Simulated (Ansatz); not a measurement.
# CdGa2, from a guessed structure to a relaxed one

Starting from a made-up structure for CdGa2, the aim is the relaxed cell, its shortest contacts and, where a second run follows, its electronic structure.

Main program and level: Ansatz 0.2.0; DFT, PBEsol, plane-wave PAW, files of the set soft_1, scalar-relativistic, no spin, cell and ions relaxed at zero pressure; PAW set soft_1.

### Step 1. Set-up

It takes space group Imma (No. 74, orthorhombic). Conventional cell: a = 4.252 Å, b = 6.998 Å, c = 6.958 Å, α = 90.00°, β = 90.00°, γ = 90.00°. Cd has 12 Ga at 2.86 to 3.17 Å nearest. Ga has 4 Ga at 2.40 to 2.56 Å and 6 Cd at 2.86 to 3.17 Å nearest. Farther neighbours are not listed.

As a file:

```cif
data_structure
_symmetry_space_group_name_H-M 'P 1'
_symmetry_Int_Tables_number 1
_cell_length_a 5.3727
_cell_length_b 5.3727
_cell_length_c 5.3727
_cell_angle_alpha 133.381
_cell_angle_beta 98.728
_cell_angle_gamma 99.289
_cell_volume 103.52
loop_
_atom_site_label
_atom_site_type_symbol
_atom_site_fract_x
_atom_site_fract_y
_atom_site_fract_z
_atom_site_occupancy
Cd1 Cd 0.70310 0.95310 0.75000 1
Cd2 Cd 0.29690 0.04690 0.25000 1
Ga3 Ga 0.27400 0.34120 0.93280 1
Ga4 Ga 0.90840 0.34120 0.56720 1
Ga5 Ga 0.72600 0.65880 0.06720 1
Ga6 Ga 0.09160 0.65880 0.43280 1
```

### Step 2. Relaxing cell and atoms

The guessed cell has no reason to be at equilibrium. It is relaxed with the atoms, within the space group of the guess.

Contents of input.yaml:

```yaml
crystal:
  lattice:
    - [-2.126, 3.499, 3.479]
    - [2.126, -3.499, 3.479]
    - [2.126, 3.499, -3.479]
  atoms:
    - { symbol: Cd, position: [0.7031, 0.9531, 0.75] }
    - { symbol: Cd, position: [0.2969, 0.0469, 0.25] }
    - { symbol: Ga, position: [0.274, 0.3412, 0.9328] }
    - { symbol: Ga, position: [0.9084, 0.3412, 0.5672] }
    - { symbol: Ga, position: [0.726, 0.6588, 0.0672] }
    - { symbol: Ga, position: [0.0916, 0.6588, 0.4328] }
kpoints:
  mp_grid: { grid: [7, 7, 7] }
scf:
  occupations: { method: fermi_dirac, width: 0.05 }
hamiltonian:
  xc: pbesol
  pseudopotentials: { kind: paw, azcp: { folder: soft_1 }, xc_functional: pbe }
relax:
  f_tol: 0.015
  max_steps: 70
  cell: {}
output:
  forces: true
  stress: true
```

Command:

```
$ ansatz run input.yaml --threads 4 --pin off --max-ram 10240MiB --backend cpu --events-out ev --progress --plain --runs-dir out
```

Numbers of over 12 decimals in the logs are rounded to 6 here.

The log of the run:

```text
Engine: ansatz 0.2.0, x86_64-unknown-linux-gnu
Pseudopotentials: kind: paw
Pseudopotential: Cd, paw, valence charge 20, recommended cutoff 420 eV (normal), soft_1/Cd.paw.azcp
Pseudopotential: Ga, paw, valence charge 13, recommended cutoff 420 eV (normal), soft_1/Ga.paw.azcp
Functional definition: PBEsol
  exchange = pbesol_x
  correlation = pbesol_c
Crystal: 6 atoms, lattice volume = 103.519 Å³
Basis set: ecut = 420 eV, 2007 PW (Γ), exchange–correlation on 72×72×72 points (8 copies of the dense FFT grid, shifted against one another)
Bands: 56, of which v1, the nominal top of the filled ones, is band 46 counted from 1 (45 counted from 0)
Symmetry: 8 space group operations
Space group: Imma (ITA 74), of the structure as read, at distance tolerance 4.7e-5 Å
k-points: 64 of 343
Non-local potential: Cd, projectors of the file, l = 0: 3, l = 1: 2, l = 2: 2, l = 3: 1
Non-local potential: Ga, projectors of the file, l = 0: 2, l = 1: 2, l = 2: 3, l = 3: 1
PAW form: soft (Blöchl's): semilocal exchange-correlation on the pseudo side does not see the compensation charge
PAW frozen core: Cd, regenerated for the run's functional, and the local potential with it (the file was generated under x = pbe(κ = 0.804, μ = 0.219515), c = pbe(β = 0.066725))
PAW frozen core: Ga, regenerated for the run's functional, and the local potential with it (the file was generated under x = pbe(κ = 0.804, μ = 0.219515), c = pbe(β = 0.066725))
PAW one-centre angular grid: Cd, 590 points (default); XC on 64 Gauss nodes
PAW one-centre angular grid: Ga, 590 points (default); XC on 64 Gauss nodes
Initial density: superposition of atomic densities (chi_scale 0.1, normalization cell, long waves kept (reshape's long-wave potential 0.00 eV rms))
Initial wavefunctions: pseudopotential atomic-orbital guess
Functional: x = pbesol(κ = 0.804, μ = 0.123457), c = pbesol(β = 0.046)
SCF iter   1: F=—  HF=-31340.336901 eV  |F-HF|=—  |Δ(HF+E_count)|=         —  Δρ=3.46e-2  dr2=1.80e0  ethr=3.10e-3  ⟨swp⟩=5.4  Hψ=11466  notcnv=0  defer=13
preconditioner: auto → Kerker (q_TF=auto, 2.675 Å⁻¹)  [metal: Δε(μ)=0.034 eV  Ē_g=15.034 eV  σ=0.050 eV  W_gap=0.17  n_scr=36 (ndim 8)  ℏωp=31.8 eV  f_vac=0.000  D(μ)=1.97/eV (n_scr^D=16)]
SCF iter   2: F=—  HF=-31340.011327 eV  |F-HF|=—  |Δ(HF+E_count)|=   3.26e-1  Δρ=2.12e-2  dr2=6.92e-1  ethr=1.95e-3  ⟨swp⟩=2.9  Hψ=6925  notcnv=0  defer=173
SCF iter   3: F=—  HF=-31339.903419 eV  |F-HF|=—  |Δ(HF+E_count)|=   1.08e-1  Δρ=8.52e-3  dr2=1.31e-1  ethr=7.52e-4  ⟨swp⟩=2.1  Hψ=6314  notcnv=0  defer=173
SCF iter   4: F=—  HF=-31339.843196 eV  |F-HF|=—  |Δ(HF+E_count)|=   6.02e-2  Δρ=3.02e-3  dr2=1.35e-2  ethr=1.42e-4  ⟨swp⟩=2.0  Hψ=7055  notcnv=0  defer=172
SCF iter   5: F=—  HF=-31339.840960 eV  |F-HF|=—  |Δ(HF+E_count)|=   2.24e-3  Δρ=1.25e-3  dr2=1.67e-3  ethr=1.47e-5  ⟨swp⟩=2.6  Hψ=6247  notcnv=0  defer=172
SCF iter   6: F=—  HF=-31339.841187 eV  |F-HF|=—  |Δ(HF+E_count)|=   2.27e-4  Δρ=3.96e-4  dr2=2.09e-4  ethr=1.81e-6  ⟨swp⟩=2.0  Hψ=5844  notcnv=0  defer=172
SCF iter   7: F=—  HF=-31339.841158 eV  |F-HF|=—  |Δ(HF+E_count)|=   2.88e-5  Δρ=6.54e-5  dr2=7.23e-6  ethr=2.27e-7  ⟨swp⟩=2.4  Hψ=4640  notcnv=0  defer=172
SCF iter   8: F=—  HF=-31339.841127 eV  |F-HF|=—  |Δ(HF+E_count)|=   3.19e-5  Δρ=2.99e-5  dr2=1.64e-6  ethr=7.85e-9  ⟨swp⟩=2.0  Hψ=5849  notcnv=0  defer=172
SCF iter   9: F=-31339.841126 eV  HF=-31339.841126 eV  |F-HF|=2.40e-8  |Δ(HF+E_count)|=   3.35e-7  Δρ=7.41e-6  dr2=6.36e-8  ethr=1.09e-10  ⟨swp⟩=3.0  Hψ=13514  notcnv=0
SCF 1 converged in 9 iterations: F = -31339.841126 eV  dr2 = 6.36e-8
  greatest PAW one-centre occupation: 1.000 electrons in one spin orbital (limit 2), on the Cd atom at site 1 (counted from 0), in its partial waves of l = 0
relax step   1: F+E_penalty+E_count = -31339.84112619 eV  Δ(F+E_penalty+E_count) = +0.000e0 eV  max|allowed force component| = 8.998e-1 eV/Å  Δτ_max = 0.0000 Å  P = +12.562 GPa  Ω = 103.519 Å³  (9 SCF iters, dr2 threshold 1.00e-7 eV, accepted)
Crystal: 6 atoms, lattice volume = 116.625 Å³
Basis set: ecut = 420 eV, 2275 PW (Γ), exchange–correlation on 72×72×72 points (8 copies of the dense FFT grid, shifted against one another)
Initial density: handed on by an earlier stage of this run
Initial wavefunctions: those handed on with the density
iter 1 solved again at ethr=1.09e-4 eV; its pass at ethr=3.10e-3 eV (dr2=1.00e-1 eV) is discarded
SCF iter   1: F=—  HF=-31340.571350 eV  |F-HF|=—  |Δ(HF+E_count)|=         —  Δρ=7.36e-3  dr2=1.01e-1  ethr=1.09e-4  ⟨swp⟩=2.4  Hψ=22078  notcnv=0
preconditioner: auto → Kerker (q_TF=auto, 2.623 Å⁻¹)  [metal: Δε(μ)=0.040 eV  Ē_g=15.062 eV  σ=0.050 eV  W_gap=0.20  n_scr=36 (ndim 8)  ℏωp=30.0 eV  f_vac=0.000  D(μ)=2.12/eV (n_scr^D=16)]
SCF iter   2: F=—  HF=-31340.557037 eV  |F-HF|=—  |Δ(HF+E_count)|=   1.43e-2  Δρ=4.24e-3  dr2=4.37e-2  ethr=1.09e-4  ⟨swp⟩=2.0  Hψ=4218  notcnv=0
SCF iter   3: F=—  HF=-31340.548316 eV  |F-HF|=—  |Δ(HF+E_count)|=   8.72e-3  Δρ=1.05e-3  dr2=2.82e-3  ethr=4.75e-5  ⟨swp⟩=2.0  Hψ=5177  notcnv=0
SCF iter   4: F=—  HF=-31340.547907 eV  |F-HF|=—  |Δ(HF+E_count)|=   4.10e-4  Δρ=8.24e-4  dr2=7.70e-4  ethr=3.07e-6  ⟨swp⟩=2.4  Hψ=7000  notcnv=0  defer=1
SCF iter   5: F=—  HF=-31340.547402 eV  |F-HF|=—  |Δ(HF+E_count)|=   5.05e-4  Δρ=2.40e-4  dr2=9.14e-5  ethr=8.37e-7  ⟨swp⟩=2.0  Hψ=5944  notcnv=0  defer=1
SCF iter   6: F=—  HF=-31340.547325 eV  |F-HF|=—  |Δ(HF+E_count)|=   7.72e-5  Δρ=8.76e-5  dr2=1.04e-5  ethr=9.93e-8  ⟨swp⟩=2.0  Hψ=5972  notcnv=0  defer=1
SCF iter   7: F=—  HF=-31340.547324 eV  |F-HF|=—  |Δ(HF+E_count)|=   5.29e-7  Δρ=5.60e-5  dr2=3.45e-6  ethr=1.13e-8  ⟨swp⟩=2.9  Hψ=6880  notcnv=0  defer=1
SCF iter   8: F=-31340.547323 eV  HF=-31340.547323 eV  |F-HF|=6.44e-8  |Δ(HF+E_count)|=   9.72e-7  Δρ=9.59e-6  dr2=1.29e-7  ethr=6.52e-10  ⟨swp⟩=3.1  Hψ=16052  notcnv=0
SCF 2 converged in 8 iterations: F = -31340.547323 eV  dr2 = 1.29e-7
relax step   2: F+E_penalty+E_count = -31340.54732340 eV  Δ(F+E_penalty+E_count) = -7.062e-1 eV  max|allowed force component| = 1.673e-1 eV/Å  Δτ_max = 0.1717 Å  P = +1.475 GPa  Ω = 116.625 Å³  energy of the carried Pulay correction = -2.830e-3 eV  (8 SCF iters, dr2 threshold 6.00e-7 eV, accepted)
Crystal: 6 atoms, lattice volume = 118.520 Å³
Basis set: ecut = 420 eV, 2319 PW (Γ), exchange–correlation on 72×72×72 points (8 copies of the dense FFT grid, shifted against one another)
iter 1 solved again at ethr=2.25e-6 eV; its pass at ethr=3.10e-3 eV (dr2=2.07e-3 eV) is discarded
SCF iter   1: F=—  HF=-31340.585384 eV  |F-HF|=—  |Δ(HF+E_count)|=         —  Δρ=1.38e-3  dr2=2.09e-3  ethr=2.25e-6  ⟨swp⟩=2.5  Hψ=19173  notcnv=0
preconditioner: auto → Kerker (q_TF=auto, 2.616 Å⁻¹)  [metal: Δε(μ)=0.058 eV  Ē_g=14.928 eV  σ=0.050 eV  W_gap=0.26  n_scr=36 (ndim 8)  ℏωp=29.7 eV  f_vac=0.000  D(μ)=2.21/eV (n_scr^D=16)]
SCF iter   2: F=—  HF=-31340.585200 eV  |F-HF|=—  |Δ(HF+E_count)|=   1.85e-4  Δρ=8.18e-4  dr2=9.79e-4  ethr=2.25e-6  ⟨swp⟩=1.0  Hψ=3584  notcnv=0
SCF iter   3: F=—  HF=-31340.585055 eV  |F-HF|=—  |Δ(HF+E_count)|=   1.45e-4  Δρ=1.61e-4  dr2=3.96e-5  ethr=1.06e-6  ⟨swp⟩=2.0  Hψ=4617  notcnv=0
SCF iter   4: F=—  HF=-31340.585052 eV  |F-HF|=—  |Δ(HF+E_count)|=   2.50e-6  Δρ=1.17e-4  dr2=1.57e-5  ethr=4.30e-8  ⟨swp⟩=2.5  Hψ=7154  notcnv=0
SCF iter   5: F=—  HF=-31340.585044 eV  |F-HF|=—  |Δ(HF+E_count)|=   8.30e-6  Δρ=3.52e-5  dr2=2.49e-6  ethr=1.71e-8  ⟨swp⟩=2.0  Hψ=6016  notcnv=0
SCF iter   6: F=-31340.585043 eV  HF=-31340.585043 eV  |F-HF|=3.27e-7  |Δ(HF+E_count)|=   5.85e-7  Δρ=1.62e-5  dr2=3.55e-7  ethr=6.52e-10  ⟨swp⟩=5.0  Hψ=14214  notcnv=0
SCF 3 converged in 6 iterations: F = -31340.585043 eV  dr2 = 3.55e-7
relax step   3: F+E_penalty+E_count = -31340.58504311 eV  Δ(F+E_penalty+E_count) = -3.772e-2 eV  max|allowed force component| = 8.173e-2 eV/Å  Δτ_max = 0.0394 Å  P = +0.398 GPa  Ω = 118.520 Å³  energy of the carried Pulay correction = -3.212e-3 eV  (6 SCF iters, dr2 threshold 6.00e-7 eV, accepted)
[... from here on, the SCF cycles and remarks between the steps are left out ...]
relax step   4: F+E_penalty+E_count = -31340.60982171 eV  Δ(F+E_penalty+E_count) = -2.478e-2 eV  max|allowed force component| = 3.599e-2 eV/Å  Δτ_max = 0.0500 Å  P = -0.215 GPa  Ω = 119.597 Å³  energy of the carried Pulay correction = -3.426e-3 eV  (6 SCF iters, dr2 threshold 6.00e-7 eV, accepted)
relax step   5: F+E_penalty+E_count = -31340.63313793 eV  Δ(F+E_penalty+E_count) = -2.332e-2 eV  max|allowed force component| = 1.231e-1 eV/Å  Δτ_max = 0.0627 Å  P = -0.450 GPa  Ω = 119.385 Å³  energy of the carried Pulay correction = -3.384e-3 eV  (7 SCF iters, dr2 threshold 6.00e-7 eV, accepted)
relax step   6: F+E_penalty+E_count = -31340.64155324 eV  Δ(F+E_penalty+E_count) = -8.415e-3 eV  max|allowed force component| = 4.504e-2 eV/Å  Δτ_max = 0.0354 Å  P = -0.247 GPa  Ω = 118.979 Å³  energy of the carried Pulay correction = -3.303e-3 eV  (5 SCF iters, dr2 threshold 6.00e-7 eV, accepted)
relax step   7: F+E_penalty+E_count = -31340.64648846 eV  Δ(F+E_penalty+E_count) = -4.935e-3 eV  max|allowed force component| = 2.130e-2 eV/Å  Δτ_max = 0.0178 Å  P = -0.094 GPa  Ω = 118.263 Å³  energy of the carried Pulay correction = -3.160e-3 eV  (5 SCF iters, dr2 threshold 6.00e-7 eV, accepted)
relax step   8: F+E_penalty+E_count = -31340.64706880 eV  Δ(F+E_penalty+E_count) = -5.803e-4 eV  max|allowed force component| = 4.303e-3 eV/Å  Δτ_max = 0.0039 Å  P = +0.066 GPa  Ω = 118.046 Å³  energy of the carried Pulay correction = -3.117e-3 eV  (5 SCF iters, dr2 threshold 2.63e-7 eV, accepted)
relax step   9: F+E_penalty+E_count = -31340.64713960 eV  Δ(F+E_penalty+E_count) = -7.080e-5 eV  max|allowed force component| = 1.506e-3 eV/Å  Δτ_max = 0.0027 Å  P = -0.006 GPa  Ω = 118.164 Å³  energy of the carried Pulay correction = -3.141e-3 eV  (5 SCF iters, dr2 threshold 5.41e-8 eV, accepted)
relax step  10: F+E_penalty+E_count = -31340.65360297 eV  Δ(F+E_penalty+E_count) = -6.463e-3 eV  max|allowed force component| = 1.309e-3 eV/Å  Δτ_max = 0.0000 Å  P = +0.097 GPa  Ω = 118.164 Å³  stress off target by 2.76e-1 GPa  SCF on the basis re-selected at this cell (its energy is not comparable with the rows above)  (7 SCF iters)
relax step  11: F+E_penalty+E_count = -31340.65400387 eV  Δ(F+E_penalty+E_count) = -4.009e-4 eV  max|allowed force component| = 1.251e-3 eV/Å  Δτ_max = 0.0023 Å  P = -0.001 GPa  Ω = 118.323 Å³  energy of the carried Pulay correction = -2.900e-5 eV  (5 SCF iters, dr2 threshold 1.90e-7 eV, accepted)
iter 1 solved again at ethr=3.55e-8 eV; its pass at ethr=3.10e-3 eV (dr2=3.26e-5 eV) is discarded
SCF iter   1: F=—  HF=-31340.654017 eV  |F-HF|=—  |Δ(HF+E_count)|=         —  Δρ=1.63e-4  dr2=7.33e-7  ethr=3.55e-8  ⟨swp⟩=3.0  Hψ=21581  notcnv=0
preconditioner: auto → Kerker (q_TF=auto, 2.616 Å⁻¹)  [metal: Δε(μ)=0.028 eV  Ē_g=14.909 eV  σ=0.050 eV  W_gap=0.14  n_scr=40 (ndim 8)  ℏωp=29.8 eV  f_vac=0.000  D(μ)=2.18/eV (n_scr^D=16)]
SCF iter   2: F=—  HF=-31340.654029 eV  |F-HF|=—  |Δ(HF+E_count)|=   1.15e-5  Δρ=8.27e-5  dr2=2.11e-7  ethr=7.97e-10  ⟨swp⟩=1.0  Hψ=3586  notcnv=0
SCF iter   3: F=—  HF=-31340.654035 eV  |F-HF|=—  |Δ(HF+E_count)|=   5.66e-6  Δρ=1.62e-6  dr2=7.39e-9  ethr=2.30e-10  ⟨swp⟩=1.0  Hψ=3585  notcnv=0
SCF iter   4: F=—  HF=-31340.654035 eV  |F-HF|=—  |Δ(HF+E_count)|=   2.10e-9  Δρ=1.39e-6  dr2=2.87e-9  ethr=8.04e-12  ⟨swp⟩=2.1  Hψ=6127  notcnv=0
SCF iter   5: F=—  HF=-31340.654035 eV  |F-HF|=—  |Δ(HF+E_count)|=  1.96e-10  Δρ=6.83e-7  dr2=9.97e-10  ethr=3.12e-12  ⟨swp⟩=2.0  Hψ=5666  notcnv=0
SCF iter   6: F=—  HF=-31340.654035 eV  |F-HF|=—  |Δ(HF+E_count)|=  2.44e-10  Δρ=1.80e-7  dr2=7.82e-11  ethr=1.08e-12  ⟨swp⟩=3.0  Hψ=6615  notcnv=0
SCF iter   7: F=-31340.654035 eV  HF=-31340.654035 eV  |F-HF|=1.09e-11  |Δ(HF+E_count)|=  1.46e-11  Δρ=3.64e-8  dr2=1.87e-12  ethr=1.00e-12  ⟨swp⟩=4.0  Hψ=10126  notcnv=0
SCF 12 converged in 7 iterations: F = -31340.654035 eV  dr2 = 1.87e-12
relax step  12: F+E_penalty+E_count = -31340.65403450 eV  Δ(F+E_penalty+E_count) = -3.063e-5 eV  max|allowed force component| = 1.240e-3 eV/Å  Δτ_max = 0.0000 Å  P = -0.001 GPa  Ω = 118.323 Å³  stress off target by 1.46e-2 GPa  SCF on the basis re-selected at this cell (its energy is not comparable with the rows above)  (7 SCF iters)
basis re-selected at this cell: Δ(F+E_penalty+E_count) = -3.063e-5 eV, ΔP = -0.000 GPa vs the last step (what re-selecting the basis moved, of the pressure what is left beyond the Pulay correction that the steps carried, after the strain that the cell walked since its last selection, with what the two solves' SCF thresholds leave and, on support functions, any second-order correction that the steps lacked; it is no m [...]
SCF converged after 7 iterations
Free energy (F): -31340.654035 eV
Harris-Foulkes:  -31340.654035 eV  (|F-HF|=1.09e-11)
Internal energy: -31340.636176 eV  (E = F + TS)
E sigma→0 (E₀):  -31340.645105 eV
Entropy (-TS):   -0.017859 eV (-2.976 meV/atom)
Fermi energy:    11.368646 eV
--- Per-component energies (eV) ---
  E_band       = -970.669806
  E_kinetic    = 1329.425936
  E_local      = -11256.458193  (includes V_loc(G=0)·N_el)
  E_nonlocal   = -137.841342
  E_hartree    = 6208.657342
  E_xc         = -565.835237
  E_vxc        = -619.549502  (∫ρ·V_xc dr)
  E_paw        = -15846.095031  (= ΣΔE_a)
  E_vpaw       = -2703.561246  (= ΣTr[D̂ρ^β])
  E_aug_tail   = -0.000155  (compensation charges beyond the density's cutoff)
  E_ewald      = -11076.625333
  E_core_change = 4.135838  (= ΣΔE_core)
  E_smearing   = -0.017859  (= −TS)
  E_closure    = -0.000000  (closes the sum)
  Σ components = -31340.654035   (vs F -31340.654035, Δ=0.00e0)
--- Forces (eV/Å), atoms counted from 1 ---
  atom   1  Cd     0.00000000     0.00000000    -0.00123985
  atom   2  Cd     0.00000000     0.00000000     0.00123985
  atom   3  Ga     0.00000000     0.00038561     0.00104594
  atom   4  Ga     0.00000000    -0.00038561     0.00104594
  atom   5  Ga     0.00000000    -0.00038561    -0.00104594
  atom   6  Ga     0.00000000     0.00038561    -0.00104594
  max |Σ_I F_I| component: 2.17e-19 eV/Å
--- Stress (GPa, compression-positive) ---
       -0.009201       0.000000       0.000000
        0.000000      -0.009337       0.000000
        0.000000       0.000000       0.014649
  P = ⅓ Tr σ = -0.0013 GPa (-0.013 kbar)
--- Relaxed structure (10 steps of the walk, 10 accepted, 2 SCFs on fresh bases) ---
  F+E_penalty+E_count = -31340.65403450 eV   max|allowed force component| = 1.240e-3 eV/Å   (the final SCF, on the basis selected at the relaxed cell)
  cell:  # Å, volume = 118.3228 Å³
    - [-2.112114, 3.552205, 3.942694]
    - [2.112114, -3.552205, 3.942694]
    - [2.112114, 3.552205, -3.942694]
  atoms:
    - { symbol: Cd, position: [0.665096, 0.915096, 0.750000] }
    - { symbol: Cd, position: [0.334904, 0.084904, 0.250000] }
    - { symbol: Ga, position: [0.287309, 0.346604, 0.940705] }
    - { symbol: Ga, position: [0.905899, 0.346604, 0.559295] }
    - { symbol: Ga, position: [0.712691, 0.653396, 0.059295] }
    - { symbol: Ga, position: [0.094101, 0.653396, 0.440705] }
```

Wall time 52 s (4 threads of Intel Xeon 6975P-C (Granite Rapids), shared host); peak memory 0.76 GiB; 3.2 min of CPU time.

The steps of the relaxation:

```tsv
step	energy less that of the first step (eV)	largest force component (eV/Å)	pressure (GPa)	volume (Å³)
1	0.0000	0.8998	12.56	103.52
2	-0.7062	0.1673	1.48	116.63
3	-0.7439	0.0817	0.40	118.52
4	-0.7687	0.0360	-0.22	119.60
5	-0.7920	0.1231	-0.45	119.39
6	-0.8004	0.0450	-0.25	118.98
7	-0.8054	0.0213	-0.09	118.26
8	-0.8059	0.0043	0.07	118.05
9	-0.8060	0.0015	-0.01	118.16
10*	-0.8125	0.0013	0.10	118.16
11	-0.8129	0.0013	0.00	118.32
12*	-0.8129	0.0012	0.00	118.32
```

Relaxation steps marked * repeat the geometry before them on a plane-wave basis chosen anew for their cell, so energy and pressure can jump there.

Forces are held to the 8 operations that the run works with; a distortion that breaks them can't arise in this run.

```tsv
cell as run	before	after	change
a (Å)	5.373	5.712	+6.3 %
b (Å)	5.373	5.712	+6.3 %
c (Å)	5.373	5.712	+6.3 %
α (°)	133.38	136.60	+2.4 %
β (°)	98.73	103.09	+4.4 %
γ (°)	99.29	92.70	-6.6 %
volume (Å³/atom)	17.25	19.72	+14.3 %
```

The atoms that moved most (Å, as changes of fractional coordinates times the final cell):

```tsv
atom	dx	dy	dz	length
Cd1	0.000	0.000	-0.300	0.300
Cd2	0.000	0.000	0.300	0.300
Ga5	0.000	-0.056	-0.043	0.070
Ga4	0.000	-0.056	0.043	0.070
Ga3	0.000	0.056	0.043	0.070
Ga6	0.000	0.056	-0.043	0.070
```

The relaxed structure:

```xyz
6
Lattice="-2.1121 3.5522 3.9427 2.1121 -3.5522 3.9427 2.1121 3.5522 -3.9427" Properties=species:S:1:pos:R:3 pbc="T T T"
Cd    2.1121    1.7761    3.2732
Cd    0.0000    1.7761    0.6695
Ga    2.1121    3.1309   -1.2096
Ga    0.0000    3.9735    2.7331
Ga    0.0000    0.4213    5.1523
Ga    2.1121   -0.4213    1.2096
```

This step gave:

| Quantity | Value |
| --- | --- |
| free energy | -31340.6540 eV |
| energy at zero smearing | -31340.6451 eV |
| smearing term TS | 0.01786 eV |
| Fermi energy | 11.37 eV |
| electrons | 92 |
| symmetry operations | 8 |
| pressure | -0.001296 GPa |

The shortest distance of each pair, which need not be the same contact before and after:

```tsv
pair	guess (Å)	relaxed (Å)
Ga–Ga	2.402	2.562
Cd–Ga	2.864	3.014
Cd–Cd	3.537	3.353
```

The relaxation ends with a largest force component of 0.0012 eV/Å and a pressure of 0.00 GPa.

### Step 3. Summary of results

- space group, relaxed: Imma
- conventional cell: a = 4.224, b = 7.104, c = 7.885 Å; α = 90.0°, β = 90.0°, γ = 90.0°
- volume per atom: 19.72 Å³ (guess 17.25)

In words: CdGa2 relaxes to Imma with a = 4.224, b = 7.104 and c = 7.885 Å. The guessed volume was 13 % too small. The space group Imma was held in the relaxation, so the end point is a stationary structure within it and may be a saddle against distortions or other arrangements. Mesh and cutoff weren't tested. No dispersion term is used, so weakly bound directions may come out too long. Nothing here tests whether the compound is stable against decomposition.

[Logs are printed without paths, hosts, clocks, repeated set-up lines and the standing remarks that a program may print on its own settings, such as how far it seeks lower states.]

[Hosts, paths, dates, database ids (printed as entryN), source tags and the programs' standing remarks are cut or masked in the printed files.]
